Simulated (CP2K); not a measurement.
Two runs for the N K edge of hydrazine. Run A: CP2K XAS_TDP, all-electron GAPW, PBEh(45%), aug-cc-pVTZ, TDA, no relativity. Run B differs in one setting.

First lines with a strength over 0.0015. A:

```
                             atom  energy (eV)  states  strength, one atom
N1 (bonded to N and 2 H), 2 alike       397.65       1              0.0113
                                        398.49       1              0.0163
                                        398.76       1              0.0274
                                        399.51       1              0.0037
                                        400.13       1              0.0300
```

B:

```
                             atom  energy (eV)  states  strength, one atom
N1 (bonded to N and 2 H), 2 alike       402.05       1              0.0112
                                        402.89       1              0.0161
                                        403.17       1              0.0271
                                        403.91       1              0.0036
                                        404.54       1              0.0297
```

Which was it: the functional, the basis, scalar relativity switched on, GW2X switched on?

GW2X switched on. GW2X shifts an atom's lines together and keeps their spacings. Against PBEh(45%) in aug-cc-pVTZ, the leading line moves by +4.40 eV, to 402.05 eV.

[Banner, clock and machine lines of the logs are left out without a mark of their own.]

[Logs are printed without paths, hosts, clocks, repeated set-up lines and the standing remarks that a program may print on its own settings, such as how far it seeks lower states.]

[Hosts, paths, dates, database ids (printed as entryN), source tags and the programs' standing remarks are cut or masked in the printed files.]
